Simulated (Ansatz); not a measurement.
# What La3TlC (Pm-3m) distorts into, part 2 of 2

Which phase does La3TlC (Pm-3m) fall into along its unstable mode, and how much energy does it gain?

Ansatz 0.2.0; DFT PBEsol, scalar-relativistic, plane waves, PAW; PAW set soft_1.

So far, highest frequency on the path or at a solved wavevector (cm⁻¹): step 2 (response at finite wavevector) 384. Also lowest frequency on the path (cm⁻¹): step 2 -151.

## 5. Energy along the mode, all amplitudes (two of the runs are shown above)

An imaginary frequency means negative curvature, so the energy should fall and then rise again as anharmonic terms take over.

Numbers from this step:

```
depth at the lowest point sampled  : 0.206 meV/atom
largest atomic shift at that point : 0.08 Å
```

Table of energy from the parent by largest atomic shift:

```tsv
largest atomic shift (Å)	energy from the parent (meV/atom)
0.0000	0
0.0400	-0.115
0.0800	-0.206
0.1400	0.605
0.2200	4.60
```

Displacement at unit largest shift by atom:

```tsv
atom	x (Å)	y (Å)	z (Å)	size
La1	-0.158	-0.001	0.000	0.158
La2	0.158	0.001	0.000	0.158
La3	0.001	0.158	0.000	0.158
La4	-0.001	-0.158	0.000	0.158
La5	0.000	0.000	0.000	0.000
La6	0.000	0.000	0.000	0.000
Tl7	0.000	0.000	0.000	0.000
Tl8	0.000	0.000	0.000	0.000
C9	0.707	-0.707	0.000	1.000
C10	-0.707	0.707	0.000	1.000
```

The lowest of the steps tried is at 0.08 Å, 0.206 meV/atom below the parent; the bottom of the well need not coincide with a step.

## 6. Relaxing from the distorted cell

Starting from the lowest point found, all atoms and the cell are let go, so that strain and other modes of the same symmetry can join in.

Contents of input.yaml:

```yaml
crystal:
  lattice:
    - [5.1631067513, 0.0, 0.0]
    - [0.0, 5.1631067513, 0.0]
    - [0.0, 0.0, 10.3262135025]
  atoms:
    - { symbol: La, position: [0.4975507454, -8.0791e-06, 0.25] }
    - { symbol: La, position: [0.5024492546, 8.0791e-06, 0.75] }
    - { symbol: La, position: [8.0791e-06, 0.5024492546, 0.25] }
    - { symbol: La, position: [-8.0791e-06, 0.4975507454, 0.75] }
    - { symbol: La, position: [0.5, 0.5, 0.5] }
    - { symbol: La, position: [0.5, 0.5, 0.0] }
    - { symbol: Tl, position: [0.0, 0.0, 0.0] }
    - { symbol: Tl, position: [0.0, 0.0, 0.5] }
    - { symbol: C, position: [0.5109562992, 0.4890437008, 0.25] }
    - { symbol: C, position: [0.4890437008, 0.5109562992, 0.75] }
kpoints:
  mp_grid: { grid: [8, 8, 4] }
hamiltonian:
  xc: pbesol
  pseudopotentials: { kind: paw, azcp: { folder: soft_1 }, xc_functional: pbe }
scf:
  occupations: { method: methfessel_paxton, width: 0.2 }
output:
  forces: true
  stress: true
  eigenvalues: true
relax:
  adjacent_minimum: "off"
  f_tol: 0.002
  max_steps: 120
  cell: { stress_tol: 0.03 }
```

On the command line:

```sh
$ ansatz run input.yaml --threads 4 --pin off --max-ram 10240MiB --backend cpu --events-out ev --progress --plain --runs-dir out
```

Numbers of over 12 decimals in the logs are rounded to 6 here.

What it wrote:

```text
[...]
Crystal: 10 atoms, lattice volume = 275.273 Å³
Basis set: ecut = 420 eV, 5451 PW (Γ), exchange–correlation on 72×72×144 points (8 copies of the dense FFT grid, shifted against one another)
Bands: 60, of which v1, the nominal top of the filled ones, is band 50 counted from 1 (49 counted from 0)
Symmetry: 8 space group operations
[...]
k-points: 63 of 256
[...]
SCF iter   1: F=—  HF=-60065.408153 eV  |F-HF|=—  |Δ(HF+E_count)|=         —  Δρ=5.16e-2  dr2=2.31e1  ethr=3.10e-3  ⟨swp⟩=5.1  Hψ=15807  notcnv=0
[...]
SCF iter   9: F=-60060.450194 eV  HF=-60060.450194 eV  |F-HF|=1.29e-8  |Δ(HF+E_count)|=   1.40e-7  S|Δr|=    0.00e0  Δρ=2.94e-6  dr2=4.15e-8  ethr=1.00e-10  ⟨swp⟩=15.1  Hψ=23075  notcnv=0
SCF 1 converged in 9 iterations: F = -60060.450194 eV  dr2 = 4.15e-8
[...]
relax step   1: F+E_penalty+E_count = -60060.45019426 eV  Δ(F+E_penalty+E_count) = +0.000e0 eV  max|allowed force component| = 4.056e-2 eV/Å  Δτ_max = 0.0000 Å  P = -0.006 GPa  Ω = 275.273 Å³  (9 SCF iters, dr2 threshold 1.00e-7 eV, accepted)
Crystal: 10 atoms, lattice volume = 275.090 Å³
[...]
SCF iter   6: F=-60060.452832 eV  HF=-60060.452832 eV  |F-HF|=2.40e-9  |Δ(HF+E_count)|=   5.04e-7  S|Δr|=    0.00e0  Δρ=6.49e-6  dr2=1.00e-7  ethr=1.03e-10  ⟨swp⟩=10.7  Hψ=23609  notcnv=0
SCF 2 converged in 6 iterations: F = -60060.452832 eV  dr2 = 1.00e-7
relax step   2: F+E_penalty+E_count = -60060.45283164 eV  Δ(F+E_penalty+E_count) = -2.637e-3 eV  max|allowed force component| = 3.652e-2 eV/Å  Δτ_max = 0.0276 Å  P = -0.001 GPa  Ω = 275.090 Å³  energy of the carried Pulay correction = +3.226e-5 eV  (6 SCF iters, dr2 threshold 1.03e-7 eV, accepted)
Crystal: 10 atoms, lattice volume = 275.169 Å³
Basis set: ecut = 420 eV, 5439 PW (Γ), exchange–correlation on 72×72×144 points (8 copies of the dense FFT grid, shifted against one another)
[...]
SCF iter   6: F=-60060.452155 eV  HF=-60060.452155 eV  |F-HF|=1.05e-8  |Δ(HF+E_count)|=   8.79e-8  S|Δr|=    0.00e0  Δρ=2.77e-6  dr2=3.10e-8  ethr=8.34e-11  ⟨swp⟩=8.6  Hψ=20727  notcnv=0
SCF 3 converged in 6 iterations: F = -60060.452155 eV  dr2 = 3.10e-8
relax step   3: F+E_penalty+E_count = -60060.45215485 eV  Δ(F+E_penalty+E_count) = +6.768e-4 eV  max|allowed force component| = 3.577e-2 eV/Å  Δτ_max = 0.0256 Å  P = +0.007 GPa  Ω = 275.169 Å³  energy of the carried Pulay correction = +1.836e-5 eV  (6 SCF iters, dr2 threshold 8.34e-8 eV, rejected (line search))
[...]
relax step   4: F+E_penalty+E_count = -60060.45337293 eV  Δ(F+E_penalty+E_count) = -5.413e-4 eV  max|allowed force component| = 1.401e-2 eV/Å  Δτ_max = 0.0116 Å  P = -0.009 GPa  Ω = 275.162 Å³  energy of the carried Pulay correction = +1.965e-5 eV  (8 SCF iters, accepted)
[...]
relax step   5: F+E_penalty+E_count = -60060.45350004 eV  Δ(F+E_penalty+E_count) = -1.271e-4 eV  max|allowed force component| = 1.210e-2 eV/Å  Δτ_max = 0.0021 Å  P = -0.004 GPa  Ω = 275.132 Å³  energy of the carried Pulay correction = +2.485e-5 eV  (5 SCF iters, dr2 threshold 1.23e-8 eV, accepted)
[...]
relax step   6: F+E_penalty+E_count = -60060.45373094 eV  Δ(F+E_penalty+E_count) = -2.309e-4 eV  max|allowed force component| = 3.879e-3 eV/Å  Δτ_max = 0.0139 Å  P = -0.046 GPa  Ω = 275.247 Å³  energy of the carried Pulay correction = +4.647e-6 eV  (7 SCF iters, dr2 threshold 9.14e-9 eV, accepted)
[...]
relax step   7: F+E_penalty+E_count = -60060.45382104 eV  Δ(F+E_penalty+E_count) = -9.011e-5 eV  max|allowed force component| = 2.902e-4 eV/Å  Δτ_max = 0.0023 Å  P = +0.015 GPa  Ω = 274.978 Å³  energy of the carried Pulay correction = +5.218e-5 eV  (6 SCF iters, dr2 threshold 5.90e-9 eV, accepted)
[...]
SCF iter   5: F=-60060.453782 eV  HF=-60060.453782 eV  |F-HF|=0.00e0  |Δ(HF+E_count)|=  1.24e-10  S|Δr|=    0.00e0  Δρ=9.22e-8  dr2=2.03e-11  ethr=1.00e-12  ⟨swp⟩=5.1  Hψ=15207  notcnv=0
SCF 8 converged in 5 iterations: F = -60060.453782 eV  dr2 = 2.03e-11
relax step   8: F+E_penalty+E_count = -60060.45378165 eV  Δ(F+E_penalty+E_count) = +3.939e-5 eV  max|allowed force component| = 2.927e-4 eV/Å  Δτ_max = 0.0000 Å  P = +0.015 GPa  Ω = 274.978 Å³  stress off target by 2.41e-2 GPa  SCF on the basis re-selected at this cell (its energy is not comparable with the rows above)  (5 SCF iters)
basis re-selected at this cell: Δ(F+E_penalty+E_count) = +3.939e-5 eV, ΔP = -0.000 GPa vs the last step (what re-selecting the basis moved, of the pressure what is left beyond the Pulay correction that the steps carried, after the strain that the cell walked since its last selection, with what the two solves' SCF thresholds leave and, on support functions, any second-order correction that the steps lacked; it is no m [...]
SCF converged after 5 iterations
[...]
Free energy (F): -60060.453782 eV
[...]
Internal energy: -60060.448680 eV  (E = F + TS)
E sigma→0 (E₀):  -60060.452506 eV
Entropy (-TS):   -0.005101 eV (-0.510 meV/atom)
Fermi energy:    11.201139 eV
[...]
--- Forces (eV/Å), atoms counted from 1 ---
  atom   1  La     0.00010925    -0.00019872     0.00000000
  atom   2  La    -0.00010925     0.00019872     0.00000000
  atom   3  La     0.00019872    -0.00010925     0.00000000
  atom   4  La    -0.00019872     0.00010925     0.00000000
  atom   5  La     0.00000000     0.00000000    -0.00000000
  atom   6  La     0.00000000     0.00000000     0.00000000
  atom   7  Tl    -0.00000000    -0.00000000    -0.00000000
  atom   8  Tl    -0.00000000    -0.00000000     0.00000000
  atom   9  C     -0.00029265     0.00029265     0.00000000
  atom  10  C      0.00029265    -0.00029265     0.00000000
  max |Σ_I F_I| component: 0.00e0 eV/Å
--- Stress (GPa, compression-positive) ---
        0.020833       0.003308       0.000000
        0.003308       0.020833       0.000000
        0.000000       0.000000       0.003393
  P = ⅓ Tr σ = 0.0150 GPa (0.150 kbar)
--- Band table (eV; the first three rows and the last of 63) ---
  k-point 0: bands = [... 46 lower, 10.7386, 10.7710, 10.8597, 11.1724, 11.2733, 11.2780, 11.5392, 12.1248, ... 6 higher]
  k-point 1: bands = [... 46 lower, 10.8351, 10.8693, 10.9710, 11.0314, 11.2420, 11.3249, 11.5350, 11.7945, ... 6 higher]
  k-point 2: bands = [... 46 lower, 10.8586, 10.8586, 11.2225, 11.2225, 11.2946, 11.2946, 11.4144, 11.4144, ... 6 higher]
  k-point 62: bands = [... 46 lower, 10.7104, 10.7104, 10.8251, 10.8251, 12.5430, 12.5430, 12.5862, 12.5862, ... 6 higher]
--- Relaxed structure (7 steps of the walk, 6 accepted, 1 SCFs on fresh bases) ---
  F+E_penalty+E_count = -60060.45378165 eV   max|allowed force component| = 2.927e-4 eV/Å   (the final SCF, on the basis selected at the relaxed cell)
  cell:  # Å, volume = 274.9778 Å³
    - [5.156056, -0.00637141, 0.0]
    - [-0.00637141, 5.156056, 0.0]
    - [0.0, 0.0, 10.343394]
  atoms:
    - { symbol: La, position: [0.488157, 0.00235899, 0.25] }
    - { symbol: La, position: [0.511843, -0.00235899, 0.750000] }
    - { symbol: La, position: [-0.00235899, 0.511843, 0.25] }
    - { symbol: La, position: [0.00235899, 0.488157, 0.750000] }
    - { symbol: La, position: [0.5, 0.5, 0.5] }
    - { symbol: La, position: [0.5, 0.5, 0] }
    - { symbol: Tl, position: [0, 0, 0] }
    - { symbol: Tl, position: [0, 0, 0.5] }
    - { symbol: C, position: [0.509958, 0.490042, 0.25] }
    - { symbol: C, position: [0.490042, 0.509958, 0.750000] }
```

It took 2.7 min on 4 threads of Arm Neoverse V1, shared host; peak memory 1.3 GiB; 10 min of CPU time.

Relaxation path:

```tsv
step	energy less that of the first step (eV)	largest force component (eV/Å)	pressure (GPa)	volume (Å³)
1	0.0000	0.0406	-0.01	275.27
2	-0.0026	0.0365	0.00	275.09
3	-0.0020	0.0358	0.01	275.17
4	-0.0032	0.0140	-0.01	275.16
5	-0.0033	0.0121	0.00	275.13
6	-0.0035	0.0039	-0.05	275.25
7	-0.0036	0.0003	0.02	274.98
8*	-0.0036	0.0003	0.02	274.98
```

Relaxation steps marked * repeat the geometry before them on a plane-wave basis chosen anew for their cell, so energy and pressure can jump there. Relaxation step 3 was tried and not accepted.

The run keeps the 8 symmetry operations that it works with, so distortions that break them were not tested.

```tsv
conventional cell, symmetrised	before	after	change
a (Å)	7.302	7.283	-0.3 %
b (Å)	7.302	7.301	-0.0 %
c (Å)	10.326	10.343	+0.2 %
volume (Å³/atom)	27.53	27.50	-0.1 %
```

The atoms that moved most (Å, as changes of fractional coordinates times the final cell):

```tsv
atom	dx	dy	dz	length
La3	-0.012	0.048	0.000	0.050
La2	0.048	-0.012	0.000	0.050
La1	-0.048	0.012	0.000	0.050
La4	0.012	-0.048	0.000	0.050
C10	0.005	-0.005	0.000	0.007
C9	-0.005	0.005	0.000	0.007
```

Numbers from this step:

* pressure: 0.01502 GPa
* volume per atom: 27.50 Å³

The distorted start has space group Cmcm; the relaxation ends in Cmcm.

## 7. The new phase in its own primitive cell

The relaxed structure is symmetrised, reduced to its primitive cell and relaxed tightly, as its phonons need.

input.yaml, the sections that differ from step 6:

```yaml
crystal:
  lattice:
    - [3.6413766949, -3.6503872238, 0.0]
    - [3.6413766949, 3.6503872238, 0.0]
    - [0.0, 0.0, 10.3433936511]
  atoms:
    - { symbol: La, position: [0.4881566532, 0.002358995, 0.25] }
    - { symbol: La, position: [0.5118433468, 0.997641005, 0.75] }
    - { symbol: La, position: [0.997641005, 0.5118433468, 0.25] }
    - { symbol: La, position: [0.002358995, 0.4881566532, 0.75] }
    - { symbol: La, position: [0.5, 0.5, 0.5] }
    - { symbol: La, position: [0.5, 0.5, 0.0] }
    - { symbol: Tl, position: [0.0, 0.0, 0.0] }
    - { symbol: Tl, position: [0.0, 0.0, 0.5] }
    - { symbol: C, position: [0.5099581303, 0.4900418697, 0.25] }
    - { symbol: C, position: [0.4900418697, 0.5099581303, 0.75] }
relax:
  adjacent_minimum: "off"
  f_tol: 0.001
  max_steps: 60
  cell: { stress_tol: 0.01 }
# kpoints, hamiltonian, scf, output: as in step 6
```

What it wrote:

```text
[...]
Crystal: 10 atoms, lattice volume = 274.978 Å³
Basis set: ecut = 420 eV, 5431 PW (Γ), exchange–correlation on 72×72×144 points (8 copies of the dense FFT grid, shifted against one another)
Bands: 60, of which v1, the nominal top of the filled ones, is band 50 counted from 1 (49 counted from 0)
Symmetry: 8 space group operations
[...]
k-points: 63 of 256
[...]
- { symbol: La, position: [0.511811, 0.997637, 0.75] }
    - { symbol: La, position: [0.997637, 0.511811, 0.250000] }
    - { symbol: La, position: [0.00236253, 0.488189, 0.75] }
    - { symbol: La, position: [0.500000, 0.500000, 0.500000] }
    - { symbol: La, position: [0.500000, 0.500000, 0] }
    - { symbol: Tl, position: [0, 0, 0] }
    - { symbol: Tl, position: [0, 0, 0.500000] }
    - { symbol: C, position: [0.509953, 0.490047, 0.250000] }
    - { symbol: C, position: [0.490047, 0.509953, 0.75] }
[key lines of the parts left out:]
SCF converged after 7 iterations
Free energy (F): -60060.453788 eV
Fermi energy:    11.197506 eV
P = ⅓ Tr σ = -0.0006 GPa (-0.006 kbar)
```

Run time: 81 s. Hardware: 4 threads; peak memory 1.3 GiB.

Little changed from the start: no atom moved by 0.005 Å and no cell edge by 0.1 %.

Numbers from this step:

```
pressure        : -6.16e-4 GPa
volume per atom : 27.51 Å³
```

The largest force component left is 0.71 meV/Å and the pressure is -0.001 GPa, within the tolerances set. The cell now holds 27.51 Å³/atom.

## 8. Modes of the new phase, k-mesh 8×8×4

A relaxed structure may still be a saddle point, so its zone-centre modes are computed. No field response is asked, since the mesh shows no gap.

input.yaml, the sections that differ from step 7:

```yaml
crystal:
  lattice:
    - [3.6421485022, -3.6507829011, 0.0]
    - [3.6421485022, 3.6507829011, 0.0]
    - [0.0, 0.0, 10.3428326723]
  atoms:
    - { symbol: La, position: [0.4881893978, 0.0023625313, 0.25] }
    - { symbol: La, position: [0.5118106022, 0.9976374687, 0.75] }
    - { symbol: La, position: [0.9976374687, 0.5118106022, 0.25] }
    - { symbol: La, position: [0.0023625313, 0.4881893978, 0.75] }
    - { symbol: La, position: [0.5, 0.5, 0.5] }
    - { symbol: La, position: [0.5, 0.5, 0.0] }
    - { symbol: Tl, position: [0.0, 0.0, 0.0] }
    - { symbol: Tl, position: [0.0, 0.0, 0.5] }
    - { symbol: C, position: [0.5099526042, 0.4900473958, 0.25] }
    - { symbol: C, position: [0.4900473958, 0.5099526042, 0.75] }
output:
  eigenvalues: true
phonons:
  method: dfpt
# kpoints, hamiltonian, scf: as in step 7
# relax: removed
```

What it wrote:

```text
Engine: ansatz 0.2.0, aarch64-unknown-linux-gnu
Pseudopotentials: kind: paw
Pseudopotential: La, paw, valence charge 11, recommended cutoff 420 eV (normal), soft_1/La.paw.azcp
Pseudopotential: Tl, paw, valence charge 13, recommended cutoff 420 eV (normal), soft_1/Tl.paw.azcp
Pseudopotential: C, paw, valence charge 4, recommended cutoff 420 eV (normal), soft_1/C.paw.azcp
Functional definition: PBEsol
  exchange = pbesol_x
  correlation = pbesol_c
Crystal: 10 atoms, lattice volume = 275.051 Å³
Basis set: ecut = 420 eV, 5431 PW (Γ), exchange–correlation on 72×72×144 points (8 copies of the dense FFT grid, shifted against one another)
Bands: 60, of which v1, the nominal top of the filled ones, is band 50 counted from 1 (49 counted from 0)
Symmetry: 8 space group operations
k-points: 132 of 256 (irreducible under 1 space group operation, time reversal used)
Non-local potential: La, projectors of the file, l = 0: 3, l = 1: 2, l = 2: 2, l = 3: 3
Non-local potential: Tl, projectors of the file, l = 0: 2, l = 1: 2, l = 2: 2, l = 3: 1
Non-local potential: C, projectors of the file, l = 0: 2, l = 1: 2, l = 2: 1
PAW form: soft (Blöchl's): semilocal exchange-correlation on the pseudo side does not see the compensation charge
PAW frozen core: La, regenerated for the run's functional, and the local potential with it (the file was generated under x = pbe(κ = 0.804, μ = 0.219515), c = pbe(β = 0.066725))
PAW frozen core: Tl, regenerated for the run's functional, and the local potential with it (the file was generated under x = pbe(κ = 0.804, μ = 0.219515), c = pbe(β = 0.066725))
PAW frozen core: C, regenerated for the run's functional, and the local potential with it (the file was generated under x = pbe(κ = 0.804, μ = 0.219515), c = pbe(β = 0.066725))
PAW one-centre angular grid: La, 590 points (default); XC on 64 Gauss nodes
PAW one-centre angular grid: Tl, 590 points (default); XC on 64 Gauss nodes
PAW one-centre angular grid: C, 110 points (default); XC on 64 Gauss nodes
Initial density: superposition of atomic densities (chi_scale 0.1, normalization cell, long waves kept (reshape's long-wave potential 0.00 eV rms))
Initial wavefunctions: pseudopotential atomic-orbital guess
Functional: x = pbesol(κ = 0.804, μ = 0.123457), c = pbesol(β = 0.046)
SCF iter   1: F=—  HF=-60065.373490 eV  |F-HF|=—  |Δ(HF+E_count)|=         —  Δρ=5.16e-2  dr2=2.30e1  ethr=3.10e-3  ⟨swp⟩=5.0  Hψ=32912  notcnv=0
preconditioner: auto → Kerker (q_TF=auto, 2.305 Å⁻¹)  [metal: Δε(μ)=0.023 eV  Ē_g=10.707 eV  σ=0.200 eV  W_gap=0.10  n_scr=54 (ndim 8)  ℏωp=21.0 eV  f_vac=0.000  D(μ)=8.74/eV (n_scr^D=54)]
SCF iter   2: F=—  HF=-60061.279844 eV  |F-HF|=—  |Δ(HF+E_count)|=    4.09e0  S|Δr|=    0.00e0  Δρ=2.10e-2  dr2=3.40e0  ethr=3.10e-3  ⟨swp⟩=3.8  Hψ=15309  notcnv=0  defer=160
SCF iter   3: F=—  HF=-60060.582143 eV  |F-HF|=—  |Δ(HF+E_count)|=   6.98e-1  S|Δr|=    0.00e0  Δρ=9.34e-3  dr2=5.58e-1  ethr=3.10e-3  ⟨swp⟩=2.8  Hψ=12272  notcnv=0  defer=197
SCF iter   4: F=—  HF=-60060.453176 eV  |F-HF|=—  |Δ(HF+E_count)|=   1.29e-1  S|Δr|=    0.00e0  Δρ=2.15e-3  dr2=1.19e-2  ethr=5.58e-4  ⟨swp⟩=2.1  Hψ=10161  notcnv=0  defer=197
SCF iter   5: F=—  HF=-60060.453758 eV  |F-HF|=—  |Δ(HF+E_count)|=   5.82e-4  S|Δr|=    0.00e0  Δρ=7.57e-4  dr2=2.15e-3  ethr=1.19e-5  ⟨swp⟩=2.2  Hψ=12766  notcnv=0  defer=187
SCF iter   6: F=—  HF=-60060.453716 eV  |F-HF|=—  |Δ(HF+E_count)|=   4.14e-5  S|Δr|=    0.00e0  Δρ=2.44e-4  dr2=3.48e-4  ethr=2.15e-6  ⟨swp⟩=2.0  Hψ=12373  notcnv=0  defer=187
SCF iter   7: F=—  HF=-60060.453674 eV  |F-HF|=—  |Δ(HF+E_count)|=   4.19e-5  S|Δr|=    0.00e0  Δρ=6.72e-5  dr2=2.01e-5  ethr=3.48e-7  ⟨swp⟩=2.0  Hψ=11570  notcnv=0  defer=187
SCF iter   8: F=—  HF=-60060.453670 eV  |F-HF|=—  |Δ(HF+E_count)|=   4.02e-6  S|Δr|=    0.00e0  Δρ=1.11e-5  dr2=5.75e-7  ethr=2.01e-8  ⟨swp⟩=2.0  Hψ=11204  notcnv=0  defer=187
SCF iter   9: F=—  HF=-60060.453788 eV  |F-HF|=—  |Δ(HF+E_count)|=   1.18e-4  S|Δr|=    0.00e0  Δρ=4.48e-6  dr2=1.34e-7  ethr=5.75e-10  ⟨swp⟩=2.3  Hψ=13411  notcnv=0  defer=187
SCF iter  10: F=—  HF=-60060.453788 eV  |F-HF|=—  |Δ(HF+E_count)|=   2.06e-8  S|Δr|=    0.00e0  Δρ=1.07e-6  dr2=4.94e-9  ethr=1.34e-10  ⟨swp⟩=2.0  Hψ=10591  notcnv=0  defer=187
SCF iter  11: F=—  HF=-60060.453788 eV  |F-HF|=—  |Δ(HF+E_count)|=  4.44e-10  S|Δr|=    0.00e0  Δρ=3.92e-7  dr2=6.89e-10  ethr=4.94e-12  ⟨swp⟩=2.1  Hψ=12971  notcnv=0  defer=187
SCF iter  12: F=—  HF=-60060.453788 eV  |F-HF|=—  |Δ(HF+E_count)|=  1.31e-10  S|Δr|=    0.00e0  Δρ=8.01e-8  dr2=2.44e-11  ethr=1.00e-12  ⟨swp⟩=2.0  Hψ=12358  notcnv=0  defer=187
SCF iter  13: F=-60060.453788 eV  HF=-60060.453788 eV  |F-HF|=7.28e-12  |Δ(HF+E_count)|=    0.00e0  S|Δr|=    0.00e0  Δρ=2.24e-8  dr2=1.59e-12  ethr=1.00e-12  ⟨swp⟩=18.4  Hψ=49007  notcnv=0
SCF 1 converged in 13 iterations: F = -60060.453788 eV  dr2 = 1.59e-12
[...]
DFPT response loops at Γ: preconditioner auto → Kerker (q_TF=auto, 2.305 Å⁻¹) (partly filled bands, converged f_vac=0.000); β = 1.00, the filter's whole step (`scf.mixing.beta` (0.50) is not read by the response loops under this deck's `scf.mixing.preconditioner`; to damp them name `kerker` or `kerker_dos`, under which they read `scf.mixing.beta`, and type it under 1.00, their step now; both keys bind the ground state too); Broyden in place of MSR1
```

It took 27 min on 4 threads; peak memory 7 GiB.

The run was cut off at the time limit after its SCF cycle had converged; no result of it is taken.

The program's message: “Warning:”

## 9. Results

```
unstable mode of the parent                                                      : q = (0, 0, -0.5), 97i cm⁻¹
depth at the lowest point sampled                                                : 0.206 meV/atom
largest atomic shift at that point                                               : 0.08 Å
space group reached (within 0.01 Å)                                              : Cmcm
energy gained over the parent (first relaxation, on the mesh of the frozen mode) : 0.556 meV/atom
volume per atom, phase reached                                                   : 27.5 Å³
```

Along this mode the structure falls into Cmcm, 0.556 meV/atom below the parent. At the parent's cell the well is 0.206 meV/atom deep on the steps tried, with its lowest point at a shift of 0.08 Å. Relaxing atoms and cell changes the gain by +0.35 meV/atom against the lowest step (energies at zero smearing). Most of the total comes from this relaxation. The modes of the phase reached were not computed on this path. How so shallow a well moves with the k mesh was not tested. Of the 5 patterns followed to their end from this parent, this one ends 5.40 meV/atom above the lowest, Amm2. Another end point lies within 1 meV/atom; how such a difference moves with mesh and cutoff was not tested. Each path keeps the symmetry of its pattern, so a lower phase may lie along a pattern not tried. With no gap, or one that is small against the smearing, the frequencies hang on the k mesh and the smearing, most of all near Kohn anomalies. Spin-orbit coupling is left out, which can matter for the heavy elements here. The PAW files were made for PBE and serve the other functionals too. A phonon run warned that its eigensolver left some bands unconverged in a pass.

[Logs are printed without paths, hosts, clocks, repeated set-up lines and the standing remarks that a program may print on its own settings, such as how far it seeks lower states.]

[Hosts, paths, dates, database ids (printed as entryN), source tags and the programs' standing remarks are cut or masked in the printed files.]
